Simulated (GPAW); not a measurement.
# Core-hole calculation of the Sc L₃ edge in Sc3In (Pm-3m), part 2 of 2

Aim: the near-edge shape at the Sc L₃ edge of Sc3In (Pm-3m), and what the core hole does to it.

GPAW 26.7.0; X-ray absorption from dipole matrix elements to empty bands, plane-wave PAW LDA.

So far. Step 2 (Ground state of the crystal): The mesh shows no gap, so the system is treated as a metal and the core electron is put at the Fermi level (neutral cell). Step 3 (Spectrum without a core hole, Sc atom 2): Main maxima below 30 eV (height): 0.8 eV (1.84), 2.5 eV (4.44), 3.9 eV (2.85), 7.9 eV (0.86) and 19.7 eV (0.58). At an L edge the dipole rule selects empty d (and weakly s) states on the absorber, and the strong line at the onset measures the empty part of its d band.

## (5) Spectrum with XCH, Sc atom 2

The holes are 6.4 Å apart. In GPAW the data set carries the hole's charge, so charge=0 means a charged cell and charge=-1 a neutral one. The excited electron is kept in the cell, where it fills the lowest empty states and screens the hole. After the field has converged, empty bands are computed with the density fixed and the dipole matrix elements are summed.

Input file xas.py:

```python
import numpy as np
from ase import Atoms
from ase.parallel import parprint, paropen
from gpaw import GPAW, PW, FermiDirac, Mixer, MixerDif, setup_paths
from gpaw.test import gen
setup_paths.insert(0, '.')
gen('Sc', name='fch2p', xcname='LDA', corehole=(2, 1, 1), write_xml=True)
from gpaw.mpi import world
world.barrier()

atoms = Atoms('In2Sc6',
    cell=[[4.53040882, 0, 4.53040882],
     [0, 4.53040882, 4.53040882],
     [-4.53040882, 0, 4.53040882]],
    scaled_positions=[[0, 0, 0],
     [0.5, 0, 0.5],
     [0, 0.5, 0],
     [0.5, 0.5, 0.5],
     [0.5, 0, 0],
     [0, 0, 0.5],
     [0, 0.5, 0.5],
     [0.5, 0.5, 0]],
    pbc=True)
atoms.calc = calc = GPAW(legacy_gpaw=True, mode=PW(430, force_complex_dtype=True), xc='LDA', setups={2: 'fch2p'},
    kpts={'size': (4, 4, 4), 'gamma': True}, occupations=FermiDirac(0.1),
    charge=-1, mixer=Mixer(0.1, 5, 50), maxiter=150,
    convergence={'density': 0.0001, 'eigenstates': 1e-6}, txt='scf.txt')
energy = atoms.get_potential_energy() + calc.get_reference_energy()
ef = calc.get_fermi_level()
out = dict(energy=energy, fermi=ef, forces=atoms.get_forces().tolist())
parprint(f'all-electron energy {energy:.4f} eV, Fermi level {ef:.4f} eV')
ev = np.array([[calc.get_eigenvalues(k, s) for k in range(len(calc.get_ibz_k_points()))] for s in range(calc.get_number_of_spins())])
out['homo'], out['lumo'], out['counts'] = ev[ev < ef].max(), ev[ev > ef].min(), sorted(set((ev < ef).sum((0, 2)).tolist()))
out['filled'] = (ev[:, 0] < ef).sum(1).tolist()

from ase.units import Ha
from gpaw.xas import dipole_matrix_elements
nb = int(calc.get_number_of_electrons() / 2) + 143
top, nb = nb, nb + 8 + nb // 12
nscf = calc.fixed_density(kpts={'size': (5, 5, 5), 'gamma': True}, nbands=nb,
    convergence={'bands': top, 'eigenstates': 1e-5}, maxiter=60, txt='nscf.txt')
cell = atoms.cell.array
ops = [cell.T @ U.T @ np.linalg.inv(cell.T) for U in nscf.wfs.kd.symmetry.op_scc]
E = np.arange(-6, 34, 0.1)
fwhm = np.interp(E, [4, 25], [0.9, 3.5])
Y, X, zero, highest = 0, 0, 1e9, 1e9
for spin in range(nscf.get_number_of_spins()):
    wfs = nscf.wfs
    A = dipole_matrix_elements(wfs.setups[2])
    eps = np.zeros((wfs.kd.nibzkpts, nb))
    d = np.zeros((3, A.shape[1], wfs.kd.nibzkpts, nb), complex)
    for kpt in wfs.kpt_u:
        if kpt.s == spin and 2 in kpt.P_ani:
            eps[kpt.k] = kpt.eps_n * Ha
            d[:, :, kpt.k] = (kpt.weight * wfs.nspins / 2) ** 0.5 * np.inner(A, kpt.P_ani[2])
    world.sum(eps)
    world.sum(d)
    T = np.einsum('amkn,bmkn->abkn', d, d.conj()).real
    T = sum(np.einsum('ai,ijkn,bj->abkn', R, T, R) for R in ops) / len(ops)
    empty = eps > ef
    zero, highest = min(zero, eps[empty].min()), min(highest, eps[:, top - 1].min())
    lines = [(eps, T, empty)] if spin == 0 else lines + [(eps, T, empty)]
for eps, T, empty in lines:
    f = np.einsum('aakn->akn', T).reshape(3, -1)
    x = eps.ravel() - zero
    w = np.interp(x, E, fwhm) / 2.35482
    g = np.exp(-0.5 * ((E[:, None] - x) / w) ** 2) / (w * (2 * np.pi) ** 0.5)
    Y = Y + (f * empty.ravel()) @ g.T
    X = X + (f * ~empty.ravel()) @ g.T
out.update(E=E.round(2).tolist(), xas=Y.tolist(), xes=X.tolist(), zero=zero, valid=highest - zero, nk=len(eps), nb=nb)
for i in range(0, len(E), 10):
    parprint(f'{E[i]:7.2f}', *(f'{v:10.3e}' for v in Y[:, i]))
import json
with paropen('out.json', 'w') as f:
    json.dump(out, f)
```

Command:

```
OMP_NUM_THREADS=1 mpirun -n 2 gpaw python xas.py
```

Numbers of over 12 decimals in the logs are rounded to 6 here.

The log of the run:

```text
Input parameters:
  charge: -1
  convergence: {density: 0.0001,
                eigenstates: 1e-06}
  kpts: {gamma: True,
         size: (4, 4, 4)}
  maxiter: 150
  mixer: {backend: pulay,
          beta: 0.1,
          method: separate,
          nmaxold: 5,
          weight: 50}
  mode: {ecut: 430.0,
         force_complex_dtype: True,
         name: pw}
  occupations: {fixmagmom: False,
                name: fermi-dirac,
                width: 0.1}
  setups: {2: fch2p}

Initialize ...

[... PAW data sets ...]

Reference energy: -443706.462546  # eV

Spin-paired calculation

[... convergence settings ...]
Symmetries present (total): 8
  [... symmetry matrices ...]

64 k-points: 4 x 4 x 4 Monkhorst-Pack grid + [1/8,1/8,1/8]
18 k-points in the irreducible part of the Brillouin zone
       k-points in crystal coordinates                weights
   0:     0.00000000    0.00000000    0.00000000          1/64
   1:     0.25000000    0.00000000   -0.25000000          2/64
   2:     0.25000000    0.00000000    0.00000000          4/64
   3:     0.25000000    0.00000000    0.25000000          2/64
   4:     0.25000000    0.25000000    0.00000000          4/64
   5:     0.25000000    0.25000000    0.25000000          4/64
   6:     0.25000000    0.50000000   -0.25000000          2/64
   7:     0.25000000    0.50000000    0.25000000          2/64
   8:     0.50000000    0.00000000    0.00000000          2/64
   9:     0.50000000    0.00000000    0.25000000          4/64
          ...
  17:     0.50000000    0.50000000    0.50000000          2/64

Wave functions: Plane wave expansion
  Cutoff energy: 430.000 eV
  Number of coefficients (min, max): 3719, 3812
  Pulay-stress correction: 0.000000 eV/Ang^3 (de/decut=0.000000)
  Using FFTW library
  Wavefunction extrapolation:
    Improved wavefunction reuse through dual PAW basis

Occupation numbers: Fermi-Dirac:
  width: 0.1000  # eV

Eigensolver
   Davidson(niter=2)

Densities:
  Coarse grid: 32*32*32 grid
  Fine grid: 64*64*64 grid
  Total Charge: 0.000000

Density mixing:
  Method: separate
  Backend: pulay
  Linear mixing parameter: 0.1
  old densities: 5
  Width of damping distribution: 1.1
  Damping of long wavelength oscillations: 50

[... Hamiltonian set-up ...]
Number of atoms: 8
Number of atomic orbitals: 96
Number of bands in calculation: 60
Number of valence electrons: 93
Bands to converge: occupied

... initialized

Initializing position-dependent things.

Density initialized from atomic densities
Creating initial wave functions:
  60 bands from LCAO basis set

              Sc

         Sc         Sc

             In
              Sc

       Sc         Sc

             In

Atomic positions and initial magnetic moments

Positions:
   0 In     0.000000    0.000000    0.000000    ( 0.0000,  0.0000,  0.0000)
   1 In     0.000000    0.000000    4.530409    ( 0.0000,  0.0000,  0.0000)
   2 Sc     0.000000    2.265204    2.265204    ( 0.0000,  0.0000,  0.0000)
   3 Sc     0.000000    2.265204    6.795613    ( 0.0000,  0.0000,  0.0000)
   4 Sc     2.265204    0.000000    2.265204    ( 0.0000,  0.0000,  0.0000)
   5 Sc    -2.265204    0.000000    2.265204    ( 0.0000,  0.0000,  0.0000)
   6 Sc    -2.265204    2.265204    4.530409    ( 0.0000,  0.0000,  0.0000)
   7 Sc     2.265204    2.265204    4.530409    ( 0.0000,  0.0000,  0.0000)

Unit cell:
           periodic     x           y           z      points  spacing
  1. axis:    yes    4.530409    0.000000    4.530409    32     0.1635
  2. axis:    yes    0.000000    4.530409    4.530409    32     0.1416
  3. axis:    yes   -4.530409    0.000000    4.530409    32     0.1635

  Lengths:   6.406966   6.406966   6.406966
  Angles:   60.000000  90.000000  60.000000

Effective grid spacing dv^(1/3) = 0.1784

iter:   1   -91.531656
iter:   2   -59.649733   +0.32  -1.00
iter:   3   -55.269799   -0.32  -1.28
iter:   4   -54.321970   -0.69  -1.42
iter:   5   -54.645993   -0.96  -1.50
iter:   6   -57.983552   -0.19  -1.47
iter:   7   -56.194363   -1.09  -1.24
iter:   8   -53.522377   -1.26  -1.32
[...]
iter:  12   -53.419777   -2.02  -1.95
iter:  13   -53.461383   -1.83  -2.04
iter:  14   -53.419003c  -2.13  -2.03
iter:  15   -53.393698   -2.34  -2.21
iter:  16   -53.393167c  -2.61  -2.71
iter:  17   -53.393941c  -2.71  -2.78
iter:  18   -53.394931c  -3.01  -3.02
iter:  19   -53.395603c  -3.14  -2.98
iter:  20   -53.394935c  -3.54  -3.13
iter:  21   -53.395105c  -3.70  -3.40
iter:  22   -53.395281c  -3.91  -3.42
iter:  23   -53.394977c  -4.07  -3.62
iter:  24   -53.395086c  -4.31  -3.57
iter:  25   -53.395163c  -4.55  -3.71
iter:  26   -53.395241c  -4.82  -3.85
iter:  27   -53.395210c  -4.94  -4.16c
iter:  28   -53.395267c  -5.26  -4.25c
iter:  29   -53.395260c  -5.46  -4.40c
iter:  30   -53.395280c  -5.68  -4.43c
iter:  31   -53.395270c  -5.77  -4.68c
iter:  32   -53.395278c  -6.14c -4.78c

Converged after 32 iterations.

Dipole moment: (-0.000000, -0.000000, -0.000000) |e|*Ang

Energy contributions relative to reference atoms: (reference = -443706.462546)

Kinetic:         +6.449352
Potential:       -4.685603
External:        +0.000000
XC:             -56.604382
Entropy (-ST):   -0.444575
Local:           +1.667642
SIC:             +0.000000
--------------------------
Free energy:    -53.617566
Extrapolated:   -53.395278

Showing only first 2 kpts
 Kpt  Band  Eigenvalues  Occupancy
  0    44      5.53482    1.99818
  0    45      5.87423    1.94717
  0    46      5.87423    1.94717
  0    47      5.92779    1.91140

  1    44      5.80278    1.97379
  1    45      6.02938    1.77300
  1    46      6.02938    1.77300
[...]
Fermi level: 6.23493

No gap
No difference between direct/indirect transitions

Forces in eV/Ang:
  0 In    0.00000    0.00000    0.00000
  1 In    0.00000    0.00000   -0.00000
  2 Sc   -0.00000    0.00000    0.00000
  3 Sc   -0.00000    0.00000    0.00000
  4 Sc    0.00000    0.00000    0.00000
  5 Sc    0.00000   -0.00000    0.00000
  6 Sc    0.00000    0.00000    0.00000
  7 Sc    0.00000   -0.00000   -0.00000
Scalar-relativistic atomic LDA calculation for Sc (Scandium, Z=21)
Core hole in 2p state (2p occupation: 5.0)
600 radial gridpoints.
|------------------------------------------------|
|------------------------------------------------|
[... the atom generator's iteration count ...]

Energy contributions:
-------------------------
Kinetic:     +752.334494
XC:           -35.276814
Potential:  -1464.161874
-------------------------
Total:       -747.104195

state      eigenvalue         ekin         rmax
-----------------------------------------------
1s^2.0 :  -163.653369   213.638239        0.048
2s^2.0 :   -19.034523    37.657696        0.281
2p^5.0 :   -16.055463    36.630758        0.229
3s^2.0 :    -2.657846     8.218445        0.892
3p^6.0 :    -1.858925     7.158889        0.914
3d^1.0 :    -0.644532     4.682678        0.913
4s^2.0 :    -0.435784     1.257967        2.661
4p^0.0 :    -0.287831     0.914088        3.136
-----------------------------------------------
(units: Bohr and Hartree)

Generating PAW setup
Kinetic energy of the core from tauc = 689.238444
Cutoffs:
rc(s)=2.320
rc(p)=2.420
rc(d)=2.260
rc(vbar)=2.260
rc(comp)=2.320
rc(nct)=2.420

Kinetic energy of the core states: 685.745661
Charge: 1.0
Core electrons: 9.0
Valence electrons: 11.0
Pseudo-core charge: 0.000001
Shape function alpha=1.858
Pseudo-electron charge 4.482140
state    eigenvalue         norm
--------------------------------
3s(2) :    -2.657846     0.395179
4s(2) :    -0.435784     0.976173
3p(6) :    -1.858925     0.227066
4p(0) :    -0.287831     0.974352
3d(1) :    -0.644532     0.377041
*d    :     0.355468
--------------------------------

Diagonalizing with gridspacing h=0.050

state   all-electron     PAW
-------------------------------
3s:      -2.657846    -2.658317
3p:      -1.858925    -1.859854
3d:      -0.644532    -0.645230
*f:                   -0.029666
-------------------------------
all-electron energy -443759.8578 eV, Fermi level 6.2349 eV
[...]
31.00  2.643e-04  2.532e-04  2.532e-04
  32.00  2.882e-04  2.791e-04  2.791e-04
  33.00  3.208e-04  3.110e-04  3.110e-04
```

Run time: 8.4 min. Hardware: 2 MPI ranks of Arm Neoverse V2, shared host; peak memory 0.58 GiB; 17 min of CPU time.

The Sc L₃ spectrum, Sc atom 2, excited-electron core hole (neutral cell) (energy from the lowest empty level; intensity scaled to a mean of 1 over the first 20 eV):

| E (eV) | intensity |
| --- | --- |
| -2.0 | 0.00 |
| -1.4 | 0.00 |
| -0.8 | 0.09 |
| -0.2 | 1.36 |
| 0.4 | 3.32 |
| 1.0 | 4.18 |
| 1.6 | 5.28 |
| 2.2 | 3.18 |
| 2.8 | 2.06 |
| 3.4 | 2.17 |
| 4.0 | 1.17 |
| 4.6 | 0.50 |
| 5.2 | 0.29 |
| 5.8 | 0.44 |
| 6.4 | 0.60 |
| 7.0 | 0.58 |
| 7.6 | 0.60 |
| 8.2 | 0.59 |
| 8.8 | 0.53 |
| 9.4 | 0.49 |
| 10.0 | 0.45 |
| 10.6 | 0.41 |
| 11.2 | 0.40 |
| 11.8 | 0.40 |
| 12.4 | 0.41 |
| 13.0 | 0.43 |
| 13.6 | 0.44 |
| 14.2 | 0.43 |
| 14.8 | 0.40 |
| 15.4 | 0.35 |
| 16.0 | 0.32 |
| 16.6 | 0.32 |
| 17.2 | 0.36 |
| 17.8 | 0.42 |
| 18.4 | 0.47 |
| 19.0 | 0.51 |
| 19.6 | 0.52 |
| 20.2 | 0.50 |
| 20.8 | 0.46 |
| 21.4 | 0.42 |
| 22.0 | 0.39 |
| 22.6 | 0.36 |
| 23.2 | 0.35 |
| 23.8 | 0.35 |
| 24.4 | 0.35 |
| 25.0 | 0.36 |
| 25.6 | 0.36 |
| 26.2 | 0.36 |
| 26.8 | 0.35 |
| 27.4 | 0.34 |
| 28.0 | 0.33 |
| 28.6 | 0.31 |
| 29.2 | 0.30 |
| 29.8 | 0.29 |
| 30.4 | 0.29 |
| 31.0 | 0.30 |
| 31.6 | 0.32 |

Main maxima below 30 eV (height): 1.5 eV (5.31), 3.2 eV (2.26), 7.8 eV (0.61) and 19.4 eV (0.52). 

The total-energy difference is 399.01 eV. Two terms are added: -1.39 eV, since the hole is spin-paired here and a spin-polarised one costs that much less in the free atom (computed apart); −1.63 eV, a third of the tabulated L₂–L₃ splitting, since the scalar-relativistic hole is their mean. The photon energy is then 395.99 eV. The tabulated edge of the element is 398.7 eV. The functional leaves an error of a few eV in such absolute values.

## (6) Spectrum with FCH, Sc atom 2

The holes are 6.4 Å apart. In GPAW the data set carries the hole's charge, so charge=0 means a charged cell and charge=-1 a neutral one. The excited electron is left out and a uniform background balances the charge. After the field has converged, empty bands are computed with the density fixed and the dipole matrix elements are summed.

Changed against the first core-hole run: core hole to FCH.

Changes to xas.py since step 5:

```diff
@@ -25,3 +25,3 @@
     kpts={'size': (4, 4, 4), 'gamma': True}, occupations=FermiDirac(0.1),
-    charge=-1, mixer=Mixer(0.1, 5, 50), maxiter=150,
+    charge=0, mixer=Mixer(0.1, 5, 50), maxiter=150,
     convergence={'density': 0.0001, 'eigenstates': 1e-6}, txt='scf.txt')
```

The log of the run:

```text
Input parameters:
  convergence: {density: 0.0001,
                eigenstates: 1e-06}
  kpts: {gamma: True,
         size: (4, 4, 4)}
  maxiter: 150
  mixer: {backend: pulay,
          beta: 0.1,
          method: separate,
          nmaxold: 5,
          weight: 50}
  mode: {ecut: 430.0,
         force_complex_dtype: True,
         name: pw}
  occupations: {fixmagmom: False,
                name: fermi-dirac,
[...]
*d    :     0.355468
--------------------------------

Diagonalizing with gridspacing h=0.050

state   all-electron     PAW
-------------------------------
3s:      -2.657846    -2.658317
3p:      -1.858925    -1.859854
3d:      -0.644532    -0.645230
*f:                   -0.029666
-------------------------------
all-electron energy -443766.0555 eV, Fermi level 6.1307 eV
[...]
32.00  2.822e-04  2.726e-04  2.726e-04
  33.00  3.142e-04  3.044e-04  3.044e-04
[key lines of the parts left out:]
Converged after 47 iterations.
Dipole moment: (0.000000, -0.000000, 0.000000) |e|*Ang
Free energy:    -59.800863
Fermi level: 6.13073
```

Elapsed: 8.6 min, on 2 MPI ranks; peak memory 0.57 GiB.

| E (eV) | first run | this run |
| --- | --- | --- |
| -2.0 | 0.00 | 0.00 |
| -1.0 | 0.02 | 0.03 |
| 0.0 | 2.15 | 2.49 |
| 1.0 | 4.18 | 4.28 |
| 2.0 | 4.03 | 4.06 |
| 3.0 | 2.16 | 2.11 |
| 4.0 | 1.17 | 1.13 |
| 5.0 | 0.31 | 0.32 |
| 6.0 | 0.52 | 0.47 |
| 7.0 | 0.58 | 0.56 |
| 8.0 | 0.60 | 0.58 |
| 9.0 | 0.52 | 0.51 |
| 10.0 | 0.45 | 0.45 |
| 11.0 | 0.40 | 0.39 |
| 12.0 | 0.41 | 0.39 |
| 13.0 | 0.43 | 0.42 |
| 14.0 | 0.44 | 0.44 |
| 15.0 | 0.38 | 0.38 |
| 16.0 | 0.32 | 0.32 |
| 17.0 | 0.34 | 0.33 |
| 18.0 | 0.44 | 0.42 |
| 19.0 | 0.51 | 0.49 |
| 20.0 | 0.51 | 0.50 |
| 21.0 | 0.45 | 0.45 |
| 22.0 | 0.39 | 0.39 |
| 23.0 | 0.35 | 0.35 |
| 24.0 | 0.35 | 0.34 |
| 25.0 | 0.36 | 0.35 |
| 26.0 | 0.36 | 0.36 |
| 27.0 | 0.35 | 0.35 |
| 28.0 | 0.33 | 0.33 |
| 29.0 | 0.30 | 0.30 |
| 30.0 | 0.29 | 0.29 |
| 31.0 | 0.30 | 0.30 |
| 32.0 | 0.33 | 0.32 |

Against the first run the r.m.s. difference is 5 %. The highest intensity below 24 eV stays at 1.5 eV.

The photon energy of the zero moves by -0.06 eV.

## (7) With and without the hole

Both curves are counted from their own zero, so only the shift of weight within the empty states shows.

| E (eV) | no hole | XCH |
| --- | --- | --- |
| -2.0 | 0.00 | 0.00 |
| -1.0 | 0.02 | 0.02 |
| 0.0 | 1.19 | 2.15 |
| 1.0 | 1.76 | 4.18 |
| 2.0 | 3.25 | 4.03 |
| 3.0 | 3.09 | 2.16 |
| 4.0 | 2.79 | 1.17 |
| 5.0 | 0.58 | 0.31 |
| 6.0 | 0.64 | 0.52 |
| 7.0 | 0.74 | 0.58 |
| 8.0 | 0.86 | 0.60 |
| 9.0 | 0.57 | 0.52 |
| 10.0 | 0.54 | 0.45 |
| 11.0 | 0.55 | 0.40 |
| 12.0 | 0.47 | 0.41 |
| 13.0 | 0.46 | 0.43 |
| 14.0 | 0.52 | 0.44 |
| 15.0 | 0.44 | 0.38 |
| 16.0 | 0.36 | 0.32 |
| 17.0 | 0.36 | 0.34 |
| 18.0 | 0.45 | 0.44 |
| 19.0 | 0.55 | 0.51 |
| 20.0 | 0.57 | 0.51 |
| 21.0 | 0.51 | 0.45 |
| 22.0 | 0.43 | 0.39 |
| 23.0 | 0.39 | 0.35 |
| 24.0 | 0.38 | 0.35 |
| 25.0 | 0.39 | 0.36 |
| 26.0 | 0.39 | 0.36 |
| 27.0 | 0.38 | 0.35 |
| 28.0 | 0.36 | 0.33 |
| 29.0 | 0.33 | 0.30 |
| 30.0 | 0.31 | 0.29 |
| 31.0 | 0.31 | 0.30 |
| 32.0 | 0.34 | 0.33 |

With each curve scaled to its own mean, the area from −2 to 6 eV with the hole is 14.4 against 12.9, and the centre of weight from −1 to 20 eV moves by -1.0 eV; the shape changes all the same, by 64 % r.m.s.

## (8) Outcome

```yaml
absorber_and_edge: Sc L₃, atom 2 of the ground-state input (counted from 1)
surroundings: 2 Sc at 3.20 Å, 1 In at 3.20 Å, 2 Sc at 3.20 Å, 1 In at 3.20 Å, 3 Sc at 3.20 Å, 1 In at 3.20 Å, 1 Sc at 3.20 Å and 1 In at 3.20 Å (cuboctahedral, site symmetry 4/mmm)
highest_intensity_below_24_ev: 1.5 eV above the zero, height 5.31
photon_energy_of_the_zero_with_the_added_terms: 396.0 eV (raw 399.0 eV; uncertain by a few eV)
```

What this shows: The Sc L₃ edge of atom 2, with 2 Sc at 3.20 Å, 1 In at 3.20 Å, 2 Sc at 3.20 Å, 1 In at 3.20 Å, 3 Sc at 3.20 Å, 1 In at 3.20 Å, 1 Sc at 3.20 Å and 1 In at 3.20 Å (cuboctahedral, site symmetry 4/mmm), has its highest intensity of the first 24 eV at 1.5 eV above the zero, near 397 eV in photon energy (uncertain by a few eV), 5.3 times the mean level of the first 20 eV (Gaussian full width 0.9 eV up to 4 eV, rising linearly to 3.5 eV at 25 eV). With each curve scaled to its own mean, the area from −2 to 6 eV with the hole is 14.4 against 12.9, and the centre of weight from −1 to 20 eV moves by -1.0 eV; the shape changes all the same, by 64 % r.m.s. Changing the core hole to FCH alters the shape by 5 % r.m.s., so the result is insensitive to this choice. One-electron theory leaves out the 2p–3d multiplets that shape measured L edges of 3d elements, and the L₂ edge isn't added. The holes are only 6.4 Å apart, so the shape is probably not converged with cell size; no larger cell was run here. The mesh is coarse (0.28 Å⁻¹ between points), so small maxima may be mesh ripples. The structure is a computed Materials Project entry and may be a hypothetical form.

[Banner, clock and machine lines of the logs are left out without a mark of their own.]

[Logs are printed without paths, hosts, clocks, repeated set-up lines and the standing remarks that a program may print on its own settings, such as how far it seeks lower states.]

[Hosts, paths, dates, database ids (printed as entryN), source tags and the programs' standing remarks are cut or masked in the printed files.]

[Lists of maxima count a maximum above −3 eV only where it reaches 4 % of the highest in the window and stands out from its surroundings by 2 % of it (1.5 % where it reaches 55 %); shoulders and weaker maxima are passed over, and of the rest the first, up to two pre-edge ones and the few strongest are named.]
